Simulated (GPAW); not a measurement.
**NiO2 (P-3m1): G0W0 on several meshes in GPAW**

Wanted: mesh dependence and cost of G0W0 for NiO2 (P-3m1).

Calculated with GPAW 26.7.0; LDA and many-body steps on it, plane waves.

## (1) Starting point

The structure is trigonal, space group P-3m1 (No. 164). The conventional cell has a = 2.799 Å, b = 2.799 Å, c = 4.618 Å, α = 90.00°, β = 90.00°, γ = 120.00°. Nearest to Ni lie 6 O at 1.88 Å. Nearest to O lie 3 Ni at 1.88 Å. Farther neighbours and most contacts between anions are not listed.

Structure file:

```xyz
3
Lattice="2.7988 0.0000 0.0000 -1.3994 2.4238 0.0000 0.0000 0.0000 4.6183" Properties=species:S:1:pos:R:3 pbc="T T T"
Ni    0.0000    0.0000    2.3091
O     1.3994    0.8079    3.2607
O     0.0000    1.6159    1.3576
```

The cell and positions are those that the Materials Project relaxed with its own functionals (PBE, PBE+U or r2SCAN), kept fixed.

## (2) Empty states on the mesh, 6×6×4 mesh, 153 bands

This step: GPAW 26.7.0; DFT, LDA, plane waves, PAW.

The sums over transitions need many empty states on a uniform mesh; this step solves for them.

run.py

```python
import json
import numpy as np
from gpaw.mpi import world
from gpaw import GPAW

calc = GPAW('gs.gpw').fixed_density(kpts={'size': (6, 6, 4), 'gamma': True},
    parallel={'domain': 1, 'band': 1},
    txt='nscf.txt')
calc.diagonalize_full_hamiltonian(nbands=153)
calc.write('full.gpw', mode='all')
res = {}
kpts = calc.get_ibz_k_points()
res['kpts'] = kpts
res['eigenvalues'] = [calc.get_eigenvalues(kpt=k) for k in range(len(kpts))]
res['n_electrons'] = calc.get_number_of_electrons()

if world.rank == 0:
    with open('result.json', 'w') as f:
        json.dump(res, f, default=lambda x: x.tolist())
```

On the command line:

```bash
mpirun -n 4 gpaw python run.py
```

Numbers of over 12 decimals in the logs are rounded to 6 here.

The program printed:

```text
Diagonalizing LCAO Hamiltonian
Converting LCAO to pw mode
convergence criteria:
- Maximum integral of absolute [eigenst]ate change: 4e-08 eV^2 / valence electron
maximum number of iterations: 100

SCF iterations
|iter     |     time |      energy | eigst |  dens |
|iter:   1|  |             | +0.69 |       |
|iter:   2|  |             | -0.87 |       |
|iter:   3|  |             | -1.86 |       |
|iter:   4|  |             | -3.25 |       |
|iter:   5|  |             | -3.97 |       |
|iter:   6|  |             | -5.44 |       |
|iter:   7|  |             | -6.11 |       |
|iter:   8|  |             | -7.41c|       |
SCF steps: 8
  __  _  _
 | _ |_)|_||  |
 |__||  | ||/\| - 26.7.0

Input parameters:
  mode=PW(ecut=600.0),
  convergence={'density': 1e-06, 'bands': -3},
  gpts=array([16, 16, 27]),
  kpts=MonkhorstPack(size=(6, 6, 4), gamma=True),
  maxiter=100,
  nbands=21,
  occupations=Occupations(name='fermi-dirac', width=0.001, fixmagmom=False),
  parallel={'domain': 1, 'band': 1},
  xc=XC(name='LDA')
Matrix size: 1075x1075
# Writing to full.gpw (mode='all')
  [... matrices ...]

timing:  # [seconds]
  Total: 5.205  # ━━━━━━━━━━━━━━━━━━━━━━━━━━━━━━━━━━━━━━━━━━━━━━━━━━━━━━━━━━━
```

The job ended after 9.5 s (4 MPI ranks of Intel Xeon Platinum 8375C at 2.90GHz (Ice Lake), shared host; peak memory 1.2 GiB; 37 s of CPU time).

This step gave:

```yaml
gap: 0.9972 eV
k_of_the_valence_top: 0.1667, 0, 0.5
k_of_the_conduction_bottom: 0.3333, 0, 0.25
least_direct_gap: 1.412 eV
k_points_computed: 24
lowest_point_of_the_top_converged_band_above_the_valence_top: 145.9721 eV
```

On this mesh the gap is 0.997 eV.

## (3) 6×6×4

Now the one-shot GW correction: screening in the RPA, then the self-energy of the levels asked for.

This step: G0W0 on LDA, plane waves, PAW.

run.py

```python
import json
import numpy as np
from gpaw.mpi import world
from gpaw.response.g0w0 import G0W0

gw = G0W0('full.gpw',
    filename='gw',
    kpts=[0, 6, 12],
    bands=(12, 16),
    ecut=96,
    nbands=66,
    integrate_gamma='WS',
    ppa=True)
gw.calculate()
res = {mode: {k: v for k, v in r.items() if k != 'sigma_eskwn'}
       for mode, r in gw.all_results.items()}

if world.rank == 0:
    with open('result.json', 'w') as f:
        json.dump(res, f, default=lambda x: x.tolist())
```

On the command line:

```bash
mpirun -n 4 gpaw python run.py
```

The program printed:

```text
Using integrator: PointIntegrator
FrequencyGridDescriptor(from 0.000+0.000j to 0.000+27.211j eV, 2 points)
Nonperiodic BCs:  [False False False]
Using integrator: PointIntegrator
FrequencyGridDescriptor(from 0.000+0.000j to 0.000+27.211j eV, 2 points)
Nonperiodic BCs:  [False False False]
  ___  _ _ _
 |   || | | |
 | | || | | |
 |__ ||_____|
 |___|

BZ k-points: Symmetries present (total): 12

  [... matrices ...]
144 k-points: 6 x 6 x 4 Monkhorst-Pack grid + [1/12,1/12,1/8]
24 k-points in the irreducible part of the Brillouin zone
       k-points in crystal coordinates                weights
   0:     0.00000000    0.00000000    0.00000000          1/144
   1:     0.00000000    0.00000000    0.25000000          2/144
   2:     0.00000000    0.00000000    0.50000000          1/144
   3:     0.16666667    0.00000000   -0.25000000          6/144
   4:     0.16666667    0.00000000    0.00000000          6/144
   5:     0.16666667    0.00000000    0.25000000          6/144
   6:     0.16666667    0.00000000    0.50000000          6/144
   7:     0.33333333   -0.16666667    0.00000000          6/144
   8:     0.33333333   -0.16666667    0.25000000         12/144
   9:     0.33333333   -0.16666667    0.50000000          6/144
          ...
  23:     0.50000000    0.50000000    0.50000000          3/144

Distributing spins, k-points and bands (1 x 3 x 4) over 4 processes
Number of blocks: 1

Quasi particle states:
k-points (IBZ indices): [0, 6, 12]
Band range: (12, 16)
  [... matrices ...]
Computational parameters:
Plane wave cut-off: 96 eV
Number of bands: 66
Coulomb cutoff: None
Broadening: 0.1 eV

fxc modes: GW
Kernel: RPA
Using Godby-Needs plasmon-pole approximation:
  Fitting energy: i*E0, E0 = 1.000 Hartree
Summing all q:

Calculating screened Coulomb potential
No Coulomb truncation
FrequencyGridDescriptor(from 0.000+0.000j to 0.000+27.211j eV, 2 points)
Removing empty qpoint cache files...

Calculating chi0 body with:
    Ground state adapter containing:
    Number of spins: 1
    Number of kpoints: 144
    Number of irreducible kpoints: 24
    Number of completely occupied states: 14
    Number of partially occupied states: 14
    Occupied states memory: 1.4765625 M / cpu

    Linear response parametrization:
    q_c: [1.3877787807814457e-17, 1.3877787807814457e-17, 0.0]
    Number of frequency points: 2
    Planewave cutoff: 96.0
    Number of bands: 66
    Number of planewaves: 67
    Broadening (eta): 1e-06
    comm.size: 4
    kncomm.size: 4
    blockcomm.size: 1

    Memory estimate of potentially large arrays:
        chi0_wGG: 0.136993 M / cpu
Integrating chi0 body.

Symmetries of q_c:
    Direct symmetries (Uq -> q): 12
    Indirect symmetries (TUq -> q): 0
In total 12 allowed symmetries.

  [... matrices ...]
24 groups of equivalent kpoints. 83.333333% reduction.

Integral kind: response function
Integrating chi0 head and wings.

Symmetries of q_c:
    Direct symmetries (Uq -> q): 12
    Indirect symmetries (TUq -> q): 0
In total 12 allowed symmetries.

  [... matrices ...]
24 groups of equivalent kpoints. 83.333333% reduction.

Integral kind: response function wings

Calculating chi0 body with:
    Ground state adapter containing:
    Number of spins: 1
    Number of kpoints: 144
    Number of irreducible kpoints: 24
    Number of completely occupied states: 14
    Number of partially occupied states: 14
[... the further q-points ...]

Results:
f:      Occupation numbers
eps:     KS-eigenvalues [eV]
vxc:     KS vxc [eV]
exx:     Exact exchange [eV]
sigma:   Self-energies [eV]
dsigma:  Self-energy derivatives
Z:       Renormalization factors
qp:      QP-energies [eV]

k-point 0 (0): (0.000, 0.000, 0.000)                GW
band       f     eps     vxc     exx   sigma  dsigma       Z      qp
                                                                   GW
  12   1.000   1.999 -21.195 -25.305   4.747  -0.389   0.720   2.458
  13   1.000   2.437 -32.900 -40.900   8.552  -0.449   0.690   2.819
  14   0.000   5.021 -31.353 -26.620  -2.550  -0.433   0.698   6.545
  15   0.000   5.022 -31.353 -26.618  -2.552  -0.433   0.698   6.545

k-point 1 (6): (0.167, 0.000, 0.500)                GW
band       f     eps     vxc     exx   sigma  dsigma       Z      qp
                                                                   GW
  12   1.000   2.021 -27.840 -33.561   6.361  -0.409   0.710   2.475
  13   1.000   2.835 -31.577 -38.357   7.419  -0.427   0.701   3.283
[...]
k-point 2 (12): (0.333, 0.000, 0.250)                GW
band       f     eps     vxc     exx   sigma  dsigma       Z      qp
                                                                   GW
[...]
13   1.000   2.370 -30.313 -37.029   7.353  -0.431   0.699   2.815
  14   0.000   3.832 -31.185 -26.918  -2.176  -0.404   0.712   5.322
  15   0.000   4.812 -31.001 -26.039  -2.748  -0.431   0.699   6.360
```

Wall time 49 s (4 MPI ranks); peak memory 1.4 GiB.

Numbers from this step:

* G0W0 gap on the points computed: 2.039 eV
* least direct G0W0 gap on the computed points: 2.453 eV
* Z at the valence top: 0.7007
* Z at the conduction bottom: 0.7123
* starting gap on the mesh: 0.9972 eV
* k of the valence top: 0.1667, 0, 0.5
* k of the conduction bottom: 0.3333, 0, 0.25

The gap on the mesh goes from 1.00 eV to 2.04 eV, a correction of +1.04 eV.

## (4) Empty states on the mesh, 3×3×2 mesh, 76 bands

This step: DFT, LDA, plane waves, PAW.

run.py

```python
import json
import numpy as np
from gpaw.mpi import world
from gpaw import GPAW

calc = GPAW('gs.gpw').fixed_density(kpts={'size': (3, 3, 2), 'gamma': True},
    parallel={'domain': 1, 'band': 1},
    txt='nscf.txt')
calc.diagonalize_full_hamiltonian(nbands=76)
calc.write('full.gpw', mode='all')
res = {}
kpts = calc.get_ibz_k_points()
res['kpts'] = kpts
res['eigenvalues'] = [calc.get_eigenvalues(kpt=k) for k in range(len(kpts))]
res['n_electrons'] = calc.get_number_of_electrons()

if world.rank == 0:
    with open('result.json', 'w') as f:
        json.dump(res, f, default=lambda x: x.tolist())
```

On the command line:

```bash
mpirun -n 4 gpaw python run.py
```

The program printed:

```text
Diagonalizing LCAO Hamiltonian
Converting LCAO to pw mode
convergence criteria:
- Maximum integral of absolute [eigenst]ate change: 4e-08 eV^2 / valence electron
maximum number of iterations: 100

SCF iterations
|iter     |     time |      energy | eigst |  dens |
|iter:   1|  |             | +0.66 |       |
|iter:   2|  |             | -0.51 |       |
|iter:   3|  |             | -1.63 |       |
[...]
|iter:   9|  |             | -6.85 |       |
|iter:  10|  |             | -7.32 |       |
|iter:  11|  |             | -8.72c|       |
SCF steps: 11
  __  _  _
 | _ |_)|_||  |
 |__||  | ||/\| - 26.7.0

Input parameters:
  mode=PW(ecut=600.0),
  convergence={'density': 1e-06, 'bands': -3},
  gpts=array([16, 16, 27]),
  kpts=MonkhorstPack(size=(3, 3, 2), gamma=True),
  maxiter=100,
  nbands=21,
  occupations=Occupations(name='fermi-dirac', width=0.001, fixmagmom=False),
  parallel={'domain': 1, 'band': 1},
  xc=XC(name='LDA')
Matrix size: 1075x1075
# Writing to full.gpw (mode='all')
  [... matrices ...]

timing:  # [seconds]
  Total: 1.508  # ━━━━━━━━━━━━━━━━━━━━━━━━━━━━━━━━━━━━━━━━━━━━━━━━━━━━━━━━━━━
```

It took 5.1 s on 4 MPI ranks; peak memory 0.94 GiB.

Numbers from this step:

```yaml
gap: 1.226 eV
k_of_the_valence_top: 0, 0, 0.5
k_of_the_conduction_bottom: 0.3333, 0, 0.5
least_direct_gap: 1.757 eV
k_points_computed: 6
lowest_point_of_the_top_converged_band_above_the_valence_top: 84.3674 eV
```

On this mesh the gap is 1.226 eV.

## (5) 3×3×2

This step: G0W0 on LDA, plane waves, PAW.

run.py

```python
import json
import numpy as np
from gpaw.mpi import world
from gpaw.response.g0w0 import G0W0

gw = G0W0('full.gpw',
    filename='gw',
    kpts=[0, 1, 3],
    bands=(12, 16),
    ecut=96,
    nbands=66,
    integrate_gamma='WS',
    ppa=True)
gw.calculate()
res = {mode: {k: v for k, v in r.items() if k != 'sigma_eskwn'}
       for mode, r in gw.all_results.items()}

if world.rank == 0:
    with open('result.json', 'w') as f:
        json.dump(res, f, default=lambda x: x.tolist())
```

On the command line:

```bash
mpirun -n 4 gpaw python run.py
```

The program printed:

```text
Using integrator: PointIntegrator
FrequencyGridDescriptor(from 0.000+0.000j to 0.000+27.211j eV, 2 points)
Nonperiodic BCs:  [False False False]
Using integrator: PointIntegrator
FrequencyGridDescriptor(from 0.000+0.000j to 0.000+27.211j eV, 2 points)
Nonperiodic BCs:  [False False False]
  ___  _ _ _
 |   || | | |
 | | || | | |
 |__ ||_____|
 |___|

BZ k-points: Symmetries present (total): 12

  [... matrices ...]
18 k-points: 3 x 3 x 2 Monkhorst-Pack grid + [0.000000,0.000000,1/4]
6 k-points in the irreducible part of the Brillouin zone
       k-points in crystal coordinates                weights
   0:     0.00000000    0.00000000    0.00000000          1/18
   1:     0.00000000    0.00000000    0.50000000          1/18
   2:     0.33333333    0.00000000    0.00000000          6/18
   3:     0.33333333    0.00000000    0.50000000          6/18
   4:     0.33333333    0.33333333    0.00000000          2/18
   5:     0.33333333    0.33333333    0.50000000          2/18

Distributing spins, k-points and bands (1 x 3 x 4) over 4 processes
Number of blocks: 1

Quasi particle states:
k-points (IBZ indices): [0, 1, 3]
Band range: (12, 16)
  [... matrices ...]
Computational parameters:
Plane wave cut-off: 96 eV
Number of bands: 66
Coulomb cutoff: None
Broadening: 0.1 eV

fxc modes: GW
Kernel: RPA
Using Godby-Needs plasmon-pole approximation:
  Fitting energy: i*E0, E0 = 1.000 Hartree
Summing all q:

Calculating screened Coulomb potential
No Coulomb truncation
FrequencyGridDescriptor(from 0.000+0.000j to 0.000+27.211j eV, 2 points)
Removing empty qpoint cache files...

Calculating chi0 body with:
    Ground state adapter containing:
    Number of spins: 1
    Number of kpoints: 18
    Number of irreducible kpoints: 6
    Number of completely occupied states: 14
[...]
Memory estimate of potentially large arrays:
        chi0_wGG: 0.136993 M / cpu
Integrating chi0 body.

Symmetries of q_c:
    Direct symmetries (Uq -> q): 12
    Indirect symmetries (TUq -> q): 0
In total 12 allowed symmetries.

  [... matrices ...]
6 groups of equivalent kpoints. 66.666667% reduction.

Integral kind: response function
Integrating chi0 head and wings.

Symmetries of q_c:
    Direct symmetries (Uq -> q): 12
    Indirect symmetries (TUq -> q): 0
In total 12 allowed symmetries.

  [... matrices ...]
6 groups of equivalent kpoints. 66.666667% reduction.

Integral kind: response function wings

Calculating chi0 body with:
    Ground state adapter containing:
    Number of spins: 1
    Number of kpoints: 18
    Number of irreducible kpoints: 6
    Number of completely occupied states: 14
    Number of partially occupied states: 14
    Occupied states memory: 1.4765625 M / cpu

[... the further q-points ...]

Results:
f:      Occupation numbers
eps:     KS-eigenvalues [eV]
vxc:     KS vxc [eV]
exx:     Exact exchange [eV]
sigma:   Self-energies [eV]
dsigma:  Self-energy derivatives
Z:       Renormalization factors
qp:      QP-energies [eV]

k-point 0 (0): (0.000, 0.000, 0.000)                GW
band       f     eps     vxc     exx   sigma  dsigma       Z      qp
                                                                   GW
  12   1.000   1.999 -21.195 -24.713   4.130  -0.393   0.718   2.438
  13   1.000   2.437 -32.900 -40.601   8.207  -0.464   0.683   2.783
  14   0.000   5.021 -31.353 -27.028  -2.067  -0.434   0.698   6.596
[...]
k-point 1 (1): (0.000, 0.000, 0.500)                GW
band       f     eps     vxc     exx   sigma  dsigma       Z      qp
                                                                   GW
[...]
k-point 2 (3): (0.333, 0.000, 0.500)                GW
band       f     eps     vxc     exx   sigma  dsigma       Z      qp
                                                                   GW
[...]
14   0.000   3.987 -31.185 -26.840  -2.126  -0.415   0.707   5.555
  15   0.000   4.801 -31.027 -26.247  -2.481  -0.444   0.692   6.394
```

Wall time 6.4 s (4 MPI ranks); peak memory 1.1 GiB.

This step gave:

```yaml
g0w0_gap_on_the_points_computed: 2.430 eV
least_direct_g0w0_gap_on_the_computed_points: 2.916 eV
z_at_the_valence_top: 0.6915
z_at_the_conduction_bottom: 0.7067
starting_gap_on_the_mesh: 1.226 eV
k_of_the_valence_top: 0, 0, 0.5
k_of_the_conduction_bottom: 0.3333, 0, 0.5
```

Against G0W0 in GPAW (6×6×4 mesh, 66 bands, screening to 96 eV, Godby-Needs plasmon pole), the gap moves by +0.391 eV.

## (6) Side by side

Times are wall times on 4 MPI ranks of Intel Xeon Platinum 8375C at 2.90GHz (Ice Lake), shared host, good to a factor of about two.

```csv
run,mesh,bands,screening cutoff (eV),DFT gap (eV),gap on the mesh (eV),direct (eV),time
6×6×4,6×6×4,66,96,0.997,2.039,2.453,49 s
3×3×2,3×3×2,66,96,1.226,2.430,2.916,6.4 s
```

## (7) Summary of results

| Item | Value |
| --- | --- |
| 6×6×4 | 2.039 eV |
| 3×3×2 | 2.430 eV |
| known limits | not at the basis limit; no spin polarisation; d states lean on the start; coarse k mesh |

**Reading.** 3×3×2: +0.391 eV against 6×6×4, +0.229 eV of it in the start. Bands and cutoff are finite, so the gap is not at the basis limit. The miss can reach some tenths of an eV and take either sign; the mesh is an error of its own. These stock PAW sets were not made for GW. In the G0W0 runs levels were corrected at 3 k points alone, so a gap called «on the mesh» is the least over those, and an edge elsewhere would be missed. The 6×6×4 mesh is coarse for this cell, which bears on the long-range parts of exchange and screening. Mesh or cutoff lie under what a gap needs, so these runs test behaviour and cost; their gaps are not to be quoted. The runs have no spin polarisation. For a closed low-spin shell that is the natural state; where a d or f shell is open it is a constraint, and the gap is then not the crystal's own. With d states at the gap, one-shot GW leans hard on its start.

[Paths, hosts, dates, memory and timing lines, banners, echoed tables and standing remarks are left out of the program output.]

[Logs are printed without paths, hosts, clocks, repeated set-up lines and the standing remarks that a program may print on its own settings, such as how far it seeks lower states.]

[Runs of the session that timed out or met a known fault of the program may be left out.]

[Hosts, paths, dates, database ids (printed as entryN), source tags and the programs' standing remarks are cut or masked in the printed files.]
